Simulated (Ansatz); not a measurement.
# Cl on Au(100): change of the work function, part 2 of 5

Wanted: Δφ(θ) for Cl/Au(100), starting from the hollow site.

Ansatz 0.2.0; plane-wave DFT, PBE, Ansatz PAW.

So far, work function, upper face (eV): step 2 (the clean slab) 5.09.

## 3. The covered slab, k-mesh 4×4×1, coverage 0.111 ML

System of this step: Cl/Au(100). The cell holds 37 atoms: 36 Au and 1 Cl. Its edges and angles: a = 8.655 Å, b = 8.655 Å, c = 25.756 Å, α = 90.0°, β = 90.0°, γ = 90.0°. Vacuum lies along c.

The clean slab as it ended is repeated in the plane and the adsorbate is set on one face; the cell's size fixes the coverage, and the k-mesh shrinks with it to keep the sampling density about even. Adsorbate and upper layers relax, since the dipole depends on the height.

input.yaml reads:

```yaml
crystal:
  lattice:
    - [8.6549870016, 0.0, 0.0]
    - [0.0, 8.6549870016, 0.0]
    - [0.0, 0.0, 25.7560715256]
  atoms:
    - { symbol: Au, position: [0.1666666667, 0.1666666667, 0.3494321714] }
    - { symbol: Au, position: [0.0, 0.0, 0.4286367969] }
    - { symbol: Au, position: [0.1666666667, 0.1666666667, 0.5120721474] }
    - { symbol: Au, position: [0.0, 0.0, 0.5945267079] }
    - { symbol: Au, position: [0.1666666667, 0.5, 0.3494321714] }
    - { symbol: Au, position: [0.0, 0.3333333333, 0.4286367969] }
    - { symbol: Au, position: [0.1666666667, 0.5, 0.5120721474] }
    - { symbol: Au, position: [0.0, 0.3333333333, 0.5945267079] }
    - { symbol: Au, position: [0.1666666667, 0.8333333333, 0.3494321714] }
    - { symbol: Au, position: [0.0, 0.6666666667, 0.4286367969] }
    - { symbol: Au, position: [0.1666666667, 0.8333333333, 0.5120721474] }
    - { symbol: Au, position: [0.0, 0.6666666667, 0.5945267079] }
    - { symbol: Au, position: [0.5, 0.1666666667, 0.3494321714] }
    - { symbol: Au, position: [0.3333333333, 0.0, 0.4286367969] }
    - { symbol: Au, position: [0.5, 0.1666666667, 0.5120721474] }
    - { symbol: Au, position: [0.3333333333, 0.0, 0.5945267079] }
    - { symbol: Au, position: [0.5, 0.5, 0.3494321714] }
    - { symbol: Au, position: [0.3333333333, 0.3333333333, 0.4286367969] }
    - { symbol: Au, position: [0.5, 0.5, 0.5120721474] }
    - { symbol: Au, position: [0.3333333333, 0.3333333333, 0.5945267079] }
    - { symbol: Au, position: [0.5, 0.8333333333, 0.3494321714] }
    - { symbol: Au, position: [0.3333333333, 0.6666666667, 0.4286367969] }
    - { symbol: Au, position: [0.5, 0.8333333333, 0.5120721474] }
    - { symbol: Au, position: [0.3333333333, 0.6666666667, 0.5945267079] }
    - { symbol: Au, position: [0.8333333333, 0.1666666667, 0.3494321714] }
    - { symbol: Au, position: [0.6666666667, 0.0, 0.4286367969] }
    - { symbol: Au, position: [0.8333333333, 0.1666666667, 0.5120721474] }
    - { symbol: Au, position: [0.6666666667, 0.0, 0.5945267079] }
    - { symbol: Au, position: [0.8333333333, 0.5, 0.3494321714] }
    - { symbol: Au, position: [0.6666666667, 0.3333333333, 0.4286367969] }
    - { symbol: Au, position: [0.8333333333, 0.5, 0.5120721474] }
    - { symbol: Au, position: [0.6666666667, 0.3333333333, 0.5945267079] }
    - { symbol: Au, position: [0.8333333333, 0.8333333333, 0.3494321714] }
    - { symbol: Au, position: [0.6666666667, 0.6666666667, 0.4286367969] }
    - { symbol: Au, position: [0.8333333333, 0.8333333333, 0.5120721474] }
    - { symbol: Au, position: [0.6666666667, 0.6666666667, 0.5945267079] }
    - { symbol: Cl, position: [0.1666666667, 0.1666666667, 0.6505678286] }
kpoints:
  mp_grid: { grid: [4, 4, 1] }
hamiltonian:
  xc: pbe
scf:
  occupations: { method: fermi_dirac, width: 0.1 }
  convergence: { dr2_threshold: 1.0e-08 }
efield:
  axis: 3
  dipole_correction: true
  ramp_position: 0.97
  ramp_width: 0.06
relax:
  f_tol: 0.02
  max_steps: 60
  constraints:
    - { sites: [0, 1, 4, 5, 8, 9, 12, 13, 16, 17, 20, 21, 24, 25, 28, 29, 32, 33] }
output:
  bader: true
  write_potential: true
  write_density: true
  volumetric_format: npy
```

Run with:

```console
ansatz run input.yaml --threads 4 --pin off --max-ram 12288MiB --backend cpu --events-out ev --progress --plain --runs-dir out
```

Numbers of over 12 decimals in the logs are rounded to 6 here.

The log of the run:

```text
[...]
Crystal: 37 atoms, lattice volume = 1929.356 Å³
Basis set: ecut = 420 eV, 37791 PW (Γ), exchange–correlation on 120×120×360 points (8 copies of the dense FFT grid, shifted against one another)
Bands: 415, of which v1, the nominal top of the filled ones, is band 346 counted from 1 (345 counted from 0)
Symmetry: 8 space group operations
[...]
k-points: 6 of 16
[...]
SCF iter   1: F=—  HF=-474447.597442 eV  |F-HF|=—  |Δ(HF+E_count)|=         —  Δρ=2.57e-3  dr2=1.82e0  ethr=1.77e-3  p=-0.063 e·Å  D=-5.89e-3 V/Å  ΔV_dip=0.15 eV  dr2_dipole=3.52e-1  V_vac-E_F(+/−)=4.81/4.66 eV  ⟨swp⟩=7.2  Hψ=10046  notcnv=0  defer=167
[...]
SCF iter   9: F=-474447.566133 eV  HF=-474447.566133 eV  |F-HF|=5.91e-8  |Δ(HF+E_count)|=   8.14e-8  Δρ=5.27e-7  dr2=5.89e-9  ethr=1.45e-12  p=0.020 e·Å  D=1.88e-3 V/Å  ΔV_dip=-0.05 eV  dr2_dipole=3.41e-13  V_vac-E_F(+/−)=5.02/5.07 eV  ⟨swp⟩=8.3  Hψ=17346  notcnv=0
SCF 1 converged in 9 iterations: F = -474447.566133 eV  dr2 = 5.89e-9
[...]
relax step   1: F+E_penalty+E_count = -474447.56613316 eV  Δ(F+E_penalty+E_count) = +0.000e0 eV  max|allowed force component| = 2.630e0 eV/Å  Δτ_max = 0.0000 Å  (9 SCF iters, accepted)
[...]
SCF iter   1: F=—  HF=-474448.146538 eV  |F-HF|=—  |Δ(HF+E_count)|=         —  Δρ=3.17e-3  dr2=5.13e-1  ethr=6.14e-5  p=0.020 e·Å  D=1.88e-3 V/Å  ΔV_dip=-0.05 eV  dr2_dipole=8.66e-2  V_vac-E_F(+/−)=5.05/5.10 eV  ⟨swp⟩=2.0  Hψ=9303  notcnv=0  defer=262
[...]
eigensolver tolerance schedule calibrated: the retry pair's looser diagonalisation under-reported the residual by θ = 0.17 (0.10/decade); ethr = c·dr2/N_el runs at the constant in force after the calibration composes with the one it found (an armed cap, an earlier calibration), c = 9.6e-2
[...]
SCF iter   2: F=—  HF=-474448.120273 eV  |F-HF|=—  |Δ(HF+E_count)|=   2.63e-2  Δρ=2.08e-3  dr2=2.30e-1  ethr=6.14e-5  p=-0.062 e·Å  D=-5.79e-3 V/Å  ΔV_dip=0.15 eV  dr2_dipole=3.33e-3  V_vac-E_F(+/−)=5.22/5.07 eV  ⟨swp⟩=2.0  Hψ=3670  notcnv=0  defer=262
[...]
SCF iter   9: F=-474448.071650 eV  HF=-474448.071650 eV  |F-HF|=3.85e-8  |Δ(HF+E_count)|=   5.26e-8  Δρ=3.10e-7  dr2=1.59e-9  ethr=1.39e-12  p=-0.060 e·Å  D=-5.65e-3 V/Å  ΔV_dip=0.15 eV  dr2_dipole=5.65e-11  V_vac-E_F(+/−)=5.22/5.07 eV  ⟨swp⟩=9.2  Hψ=15921  notcnv=0
SCF 2 converged in 9 iterations: F = -474448.071650 eV  dr2 = 1.59e-9
[...]
relax step   2: F+E_penalty+E_count = -474448.07164992 eV  Δ(F+E_penalty+E_count) = -5.055e-1 eV  max|allowed force component| = 5.826e-1 eV/Å  Δτ_max = 0.1737 Å  (9 SCF iters, accepted)
SCF iter   1: F=—  HF=-474448.250224 eV  |F-HF|=—  |Δ(HF+E_count)|=         —  Δρ=1.59e-3  dr2=1.15e-1  ethr=2.27e-4  p=-0.060 e·Å  D=-5.65e-3 V/Å  ΔV_dip=0.15 eV  dr2_dipole=1.82e-2  V_vac-E_F(+/−)=5.22/5.08 eV  ⟨swp⟩=4.8  Hψ=5376  notcnv=0  defer=263
[...]
SCF iter   8: F=-474448.226784 eV  HF=-474448.226783 eV  |F-HF|=3.24e-8  |Δ(HF+E_count)|=   1.51e-7  Δρ=4.92e-7  dr2=8.35e-9  ethr=1.45e-12  p=-0.113 e·Å  D=-1.06e-2 V/Å  ΔV_dip=0.27 eV  dr2_dipole=1.19e-10  V_vac-E_F(+/−)=5.34/5.06 eV  ⟨swp⟩=7.5  Hψ=18554  notcnv=0
SCF 3 converged in 8 iterations: F = -474448.226784 eV  dr2 = 8.35e-9
relax step   3: F+E_penalty+E_count = -474448.22678351 eV  Δ(F+E_penalty+E_count) = -1.551e-1 eV  max|allowed force component| = 2.427e-1 eV/Å  Δτ_max = 0.1334 Å  (8 SCF iters, accepted)
[...]
relax step   4: F+E_penalty+E_count = -474448.24895111 eV  Δ(F+E_penalty+E_count) = -2.217e-2 eV  max|allowed force component| = 3.263e-2 eV/Å  Δτ_max = 0.1144 Å  (8 SCF iters, accepted)
SCF iter   1: F=—  HF=-474448.250501 eV  |F-HF|=—  |Δ(HF+E_count)|=         —  Δρ=1.01e-4  dr2=2.13e-4  ethr=6.28e-7  p=-0.155 e·Å  D=-1.45e-2 V/Å  ΔV_dip=0.37 eV  dr2_dipole=4.07e-6  V_vac-E_F(+/−)=5.43/5.06 eV  ⟨swp⟩=3.3  Hψ=5777  notcnv=0  defer=262
[...]
SCF iter   6: F=-474448.249273 eV  HF=-474448.249273 eV  |F-HF|=1.84e-8  |Δ(HF+E_count)|=   1.48e-8  Δρ=3.55e-7  dr2=2.73e-9  ethr=1.45e-12  p=-0.154 e·Å  D=-1.44e-2 V/Å  ΔV_dip=0.37 eV  dr2_dipole=1.75e-12  V_vac-E_F(+/−)=5.43/5.06 eV  ⟨swp⟩=10.0  Hψ=16663  notcnv=0
SCF 5 converged in 6 iterations: F = -474448.249273 eV  dr2 = 2.73e-9
relax step   5: F+E_penalty+E_count = -474448.24927318 eV  Δ(F+E_penalty+E_count) = -3.221e-4 eV  max|allowed force component| = 4.461e-3 eV/Å  Δτ_max = 0.0062 Å  (6 SCF iters, accepted)
NSCF: frozen V_eff on 6 k-points
the search or the solves at the SCF's close seem to have found levels that the self-consistency loop had missed (the run counts 1). By its estimate they hold under 1e-12 electrons; where the run keeps them, the occupations were computed again with them
[...]
SCF converged after 6 iterations
Free energy (F): -474448.249273 eV
[...]
Internal energy: -474447.904891 eV  (E = F + TS)
E sigma→0 (E₀):  -474448.077082 eV
Entropy (-TS):   -0.344383 eV (-9.308 meV/atom)
Fermi energy:    3.049477 eV
Dipole field:    D = -0.014403 V/Å  (p = -0.153571 e·Å, saw-weighted, corrected)
Work function:   Φ+ = 5.4284 eV   Φ− = 5.0574 eV
[...]
--- Forces (eV/Å), atoms counted from 1 ---
  atom   1  Au    -0.00000000     0.00000000    -0.31728600
  atom   2  Au     0.00492450     0.00492450     0.29383772
  atom   3  Au    -0.00000000     0.00000000     0.00268809
  atom   4  Au     0.00093499     0.00093499    -0.00003428
  atom   5  Au     0.00000000    -0.00428179    -0.32561061
  atom   6  Au     0.00492450    -0.00492450     0.29383772
  atom   7  Au     0.00000000    -0.00090220     0.00207067
  atom   8  Au     0.00093499    -0.00093499    -0.00003428
  atom   9  Au     0.00000000     0.00428179    -0.32561061
  atom  10  Au     0.02400745     0.00000000     0.31835088
  atom  11  Au     0.00000000     0.00090220     0.00207067
  atom  12  Au     0.00114679     0.00000000    -0.00118874
  atom  13  Au    -0.00428179     0.00000000    -0.32561061
  atom  14  Au    -0.00492450     0.00492450     0.29383772
  atom  15  Au    -0.00090220     0.00000000     0.00207067
  atom  16  Au    -0.00093499     0.00093499    -0.00003428
  atom  17  Au    -0.00836618    -0.00836618    -0.32401379
  atom  18  Au    -0.00492450    -0.00492450     0.29383772
  atom  19  Au    -0.00150823    -0.00150823     0.00446077
  atom  20  Au    -0.00093499    -0.00093499    -0.00003428
  atom  21  Au    -0.00836618     0.00836618    -0.32401379
  atom  22  Au    -0.02400745     0.00000000     0.31835088
  atom  23  Au    -0.00150823     0.00150823     0.00446077
  atom  24  Au    -0.00114679     0.00000000    -0.00118874
  atom  25  Au     0.00428179     0.00000000    -0.32561061
  atom  26  Au     0.00000000     0.02400745     0.31835088
  atom  27  Au     0.00090220     0.00000000     0.00207067
  atom  28  Au     0.00000000     0.00114679    -0.00118874
  atom  29  Au     0.00836618    -0.00836618    -0.32401379
  atom  30  Au     0.00000000    -0.02400745     0.31835088
  atom  31  Au     0.00150823    -0.00150823     0.00446077
  atom  32  Au     0.00000000    -0.00114679    -0.00118874
  atom  33  Au     0.00836618     0.00836618    -0.32401379
  atom  34  Au    -0.00000000     0.00000000     0.44589052
  atom  35  Au     0.00150823     0.00150823     0.00446077
  atom  36  Au     0.00000000     0.00000000    -0.00111461
  atom  37  Cl    -0.00000000     0.00000000    -0.00164948
  max |Σ_I F_I| component: 1.90e-5 eV/Å
--- Band table (eV; the first three rows and the last of 6) ---
  k-point 0: bands = [... 342 lower, 1.6928, 2.5037, 2.5383, 2.6276, 2.6276, 2.8649, 2.8815, 3.1093, ... 65 higher]
  k-point 1: bands = [... 342 lower, 2.2181, 2.4436, 2.6355, 2.6787, 2.8024, 2.9358, 3.1341, 3.6578, ... 65 higher]
  k-point 2: bands = [... 342 lower, 2.9522, 2.9736, 3.2354, 3.2378, 3.2826, 3.3178, 3.4250, 3.4788, ... 65 higher]
  k-point 5: bands = [... 342 lower, 3.4783, 3.4824, 3.4871, 3.4980, 3.4980, 3.5414, 4.1589, 4.2127, ... 65 higher]
--- Relaxed structure (5 steps of the walk, 5 accepted, 0 SCFs on fresh bases) ---
  F+E_penalty+E_count = -474448.24927318 eV   max|allowed force component| = 4.461e-3 eV/Å
  atoms:
    - { symbol: Au, position: [0.166667, 0.166667, 0.349432] }
    - { symbol: Au, position: [1.6666659794015238e-11, 1.6666659794015238e-11, 0.4286367969] }
    - { symbol: Au, position: [0.166667, 0.166667, 0.512500] }
    - { symbol: Au, position: [-0.00618213, -0.00618213, 0.594486] }
    - { symbol: Au, position: [0.166667, 0.500000, 0.349432] }
    - { symbol: Au, position: [1.6666659794015238e-11, 0.333333, 0.4286367969] }
    - { symbol: Au, position: [0.166667, 0.498748, 0.511878] }
    - { symbol: Au, position: [-0.00618213, 0.339515, 0.594486] }
    - { symbol: Au, position: [0.166667, 0.833333, 0.349432] }
    - { symbol: Au, position: [1.6666659794015238e-11, 0.666667, 0.4286367969] }
    - { symbol: Au, position: [0.166667, 0.834585, 0.511878] }
    - { symbol: Au, position: [6.464954259877858e-5, 0.666667, 0.594064] }
    - { symbol: Au, position: [0.500000, 0.166667, 0.349432] }
    - { symbol: Au, position: [0.333333, 1.6666659794015238e-11, 0.4286367969] }
    - { symbol: Au, position: [0.498748, 0.166667, 0.511878] }
    - { symbol: Au, position: [0.339515, -0.00618213, 0.594486] }
    - { symbol: Au, position: [0.500000, 0.500000, 0.349432] }
    - { symbol: Au, position: [0.333333, 0.333333, 0.4286367969] }
    - { symbol: Au, position: [0.499414, 0.499414, 0.511997] }
    - { symbol: Au, position: [0.339515, 0.339515, 0.594486] }
    - { symbol: Au, position: [0.500000, 0.833333, 0.349432] }
    - { symbol: Au, position: [0.333333, 0.666667, 0.4286367969] }
    - { symbol: Au, position: [0.499414, 0.833919, 0.511997] }
    - { symbol: Au, position: [0.333269, 0.666667, 0.594064] }
    - { symbol: Au, position: [0.833333, 0.166667, 0.349432] }
    - { symbol: Au, position: [0.666667, 1.6666659794015238e-11, 0.4286367969] }
    - { symbol: Au, position: [0.834585, 0.166667, 0.511878] }
    - { symbol: Au, position: [0.666667, 6.464954259877857e-5, 0.594064] }
    - { symbol: Au, position: [0.833333, 0.500000, 0.349432] }
    - { symbol: Au, position: [0.666667, 0.333333, 0.4286367969] }
    - { symbol: Au, position: [0.833919, 0.499414, 0.511997] }
    - { symbol: Au, position: [0.666667, 0.333269, 0.594064] }
    - { symbol: Au, position: [0.833333, 0.833333, 0.349432] }
    - { symbol: Au, position: [0.666667, 0.666667, 0.4286367969] }
    - { symbol: Au, position: [0.833919, 0.833919, 0.511997] }
    - { symbol: Au, position: [0.666667, 0.666667, 0.594482] }
    - { symbol: Cl, position: [0.166667, 0.166667, 0.666871] }
--- Bader charges: 37 sites ---
  site symbol  charge [e]  shift [e]
     0     Au     -0.0378     0.0000
     1     Au      0.0404     0.0000
     2     Au      0.0184     0.0000
     3     Au      0.0546     0.0000
     4     Au     -0.0371     0.0000
     5     Au      0.0404     0.0000
     6     Au      0.0329     0.0000
     7     Au      0.0546     0.0000
     8     Au     -0.0371     0.0000
     9     Au      0.0374     0.0000
    10     Au      0.0329     0.0000
    11     Au     -0.0255     0.0000
    12     Au     -0.0371     0.0000
    13     Au      0.0404     0.0000
    14     Au      0.0329     0.0000
    15     Au      0.0546     0.0000
    16     Au     -0.0352     0.0000
    17     Au      0.0404     0.0000
    18     Au      0.0372     0.0000
    19     Au      0.0546     0.0000
    20     Au     -0.0352     0.0000
    21     Au      0.0374     0.0000
    22     Au      0.0372     0.0000
    23     Au     -0.0255     0.0000
    24     Au     -0.0371     0.0000
    25     Au      0.0374     0.0000
    26     Au      0.0329     0.0000
    27     Au     -0.0255     0.0000
    28     Au     -0.0352     0.0000
    29     Au      0.0374     0.0000
    30     Au      0.0372     0.0000
    31     Au     -0.0255     0.0000
    32     Au     -0.0352     0.0000
    33     Au      0.0427     0.0000
    34     Au      0.0372     0.0000
    35     Au     -0.0303     0.0000
    36     Cl     -0.4115     0.0000
  estimated error of the sums over rays = 3.0e-4 e
```

Wall time 19 min (4 threads of Arm Neoverse V1, shared host); peak memory 8.2 GiB.

This run has no spin polarisation although its electron count is odd.

Relaxation path:

| step | energy less that of the first step (eV) | largest force component (eV/Å) |
| --- | --- | --- |
| 1 | 0.0000 | 2.6297 |
| 2 | -0.5055 | 0.5826 |
| 3 | -0.6607 | 0.2427 |
| 4 | -0.6828 | 0.0326 |
| 5 | -0.6831 | 0.0045 |

Forces are held to the 8 operations that the run works with; a distortion that breaks them can't arise in this run.

The atoms that moved most (Å):

| atom | dx | dy | dz | length |
| --- | --- | --- | --- | --- |
| Cl37 | 0.000 | 0.000 | 0.420 | 0.420 |
| Au4 | -0.054 | -0.054 | -0.001 | 0.076 |
| Au8 | -0.054 | 0.054 | -0.001 | 0.076 |
| Au16 | 0.054 | -0.054 | -0.001 | 0.076 |
| Au20 | 0.054 | 0.054 | -0.001 | 0.076 |
| Au24 | -0.001 | 0.000 | -0.012 | 0.012 |
| Au32 | 0.000 | -0.001 | -0.012 | 0.012 |
| Au28 | 0.000 | 0.001 | -0.012 | 0.012 |

Final coordinates:

```cif
data_structure
_symmetry_space_group_name_H-M 'P 1'
_symmetry_Int_Tables_number 1
_cell_length_a 8.6550
_cell_length_b 8.6550
_cell_length_c 25.7561
_cell_angle_alpha 90.000
_cell_angle_beta 90.000
_cell_angle_gamma 90.000
_cell_volume 1929.36
loop_
_atom_site_label
_atom_site_type_symbol
_atom_site_fract_x
_atom_site_fract_y
_atom_site_fract_z
_atom_site_occupancy
Au1 Au 0.16667 0.16667 0.34943 1
Au2 Au 0.00000 0.00000 0.42864 1
Au3 Au 0.16667 0.16667 0.51250 1
Au4 Au 0.99382 0.99382 0.59449 1
Au5 Au 0.16667 0.50000 0.34943 1
Au6 Au 0.00000 0.33333 0.42864 1
Au7 Au 0.16667 0.49875 0.51188 1
Au8 Au 0.99382 0.33952 0.59449 1
Au9 Au 0.16667 0.83333 0.34943 1
Au10 Au 0.00000 0.66667 0.42864 1
Au11 Au 0.16667 0.83458 0.51188 1
Au12 Au 0.00006 0.66667 0.59406 1
Au13 Au 0.50000 0.16667 0.34943 1
Au14 Au 0.33333 0.00000 0.42864 1
Au15 Au 0.49875 0.16667 0.51188 1
Au16 Au 0.33952 0.99382 0.59449 1
Au17 Au 0.50000 0.50000 0.34943 1
Au18 Au 0.33333 0.33333 0.42864 1
Au19 Au 0.49941 0.49941 0.51200 1
Au20 Au 0.33952 0.33952 0.59449 1
Au21 Au 0.50000 0.83333 0.34943 1
Au22 Au 0.33333 0.66667 0.42864 1
Au23 Au 0.49941 0.83392 0.51200 1
Au24 Au 0.33327 0.66667 0.59406 1
Au25 Au 0.83333 0.16667 0.34943 1
Au26 Au 0.66667 0.00000 0.42864 1
Au27 Au 0.83458 0.16667 0.51188 1
Au28 Au 0.66667 0.00006 0.59406 1
Au29 Au 0.83333 0.50000 0.34943 1
Au30 Au 0.66667 0.33333 0.42864 1
Au31 Au 0.83392 0.49941 0.51200 1
Au32 Au 0.66667 0.33327 0.59406 1
Au33 Au 0.83333 0.83333 0.34943 1
Au34 Au 0.66667 0.66667 0.42864 1
Au35 Au 0.83392 0.83392 0.51200 1
Au36 Au 0.66667 0.66667 0.59448 1
Cl37 Cl 0.16667 0.16667 0.66687 1
```

Numbers from this step:

```
energy at zero smearing        : -474448.0771 eV
work function, upper face      : 5.428 eV
work function, lower face      : 5.057 eV
dipole along the normal        : -0.1536 e·Å
step between the vacuum levels : 0.3710 eV
```

Running mean over 2.04 Å of the planar mean; the ramp of the sawtooth is left out. Table of electron's electrostatic potential energy less the Fermi level by z:

z (Å), electron's electrostatic potential energy less the Fermi level (eV) and a bar from the least value:
```
      3.5       5.06 #############################
      4.0       5.06 #############################
      4.5       5.06 #############################
      5.0       5.05 #############################
      5.5       5.05 #############################
      6.0       5.02 #############################
      6.5       4.90 #############################
      7.0       4.41 ############################
      7.5       2.26 #######################
      8.0      -1.98 ##############
      8.5      -6.08 #####
      9.0      -7.96 #
      9.5      -8.38 
     10.0      -8.51 
     10.5      -8.59 
     11.0      -8.55 
     11.5      -8.11 #
     12.0      -7.71 ##
     12.5      -7.83 ##
     13.0      -8.32 #
     13.5      -8.23 #
     14.0      -7.82 ##
     14.5      -7.74 ##
     15.0      -7.94 #
     15.5      -7.51 ##
     16.0      -4.96 ########
     16.5      -0.82 #################
     17.0       2.68 ########################
     17.5       4.05 ###########################
     18.0       4.64 ############################
     18.5       5.11 #############################
     19.0       5.36 ##############################
     19.5       5.41 ##############################
     20.0       5.43 ##############################
     20.5       5.43 ##############################
     21.0       5.43 ##############################
     21.5       5.43 ##############################
     22.0       5.43 ##############################
     22.5       5.43 ##############################
```

The relaxation took 5 steps and lowered the energy by 0.68 eV; the largest force on the free atoms ends at 0.0045 eV/Å.

The covered face has 5.43 eV, +0.34 eV against the clean one; the bare back face has moved by +0.01 eV, a measure of how thin the slab is.

[end of part 2 of 5]

[Logs are printed without paths, hosts, clocks, repeated set-up lines and the standing remarks that a program may print on its own settings, such as how far it seeks lower states.]

[Hosts, paths, dates, database ids (printed as entryN), source tags and the programs' standing remarks are cut or masked in the printed files.]

[Maps of the electrostatic potential energy from Ansatz leave out the sawtooth potential of an applied field or a dipole correction, so their vacuum need not be flat; planar profiles and work functions include it.]
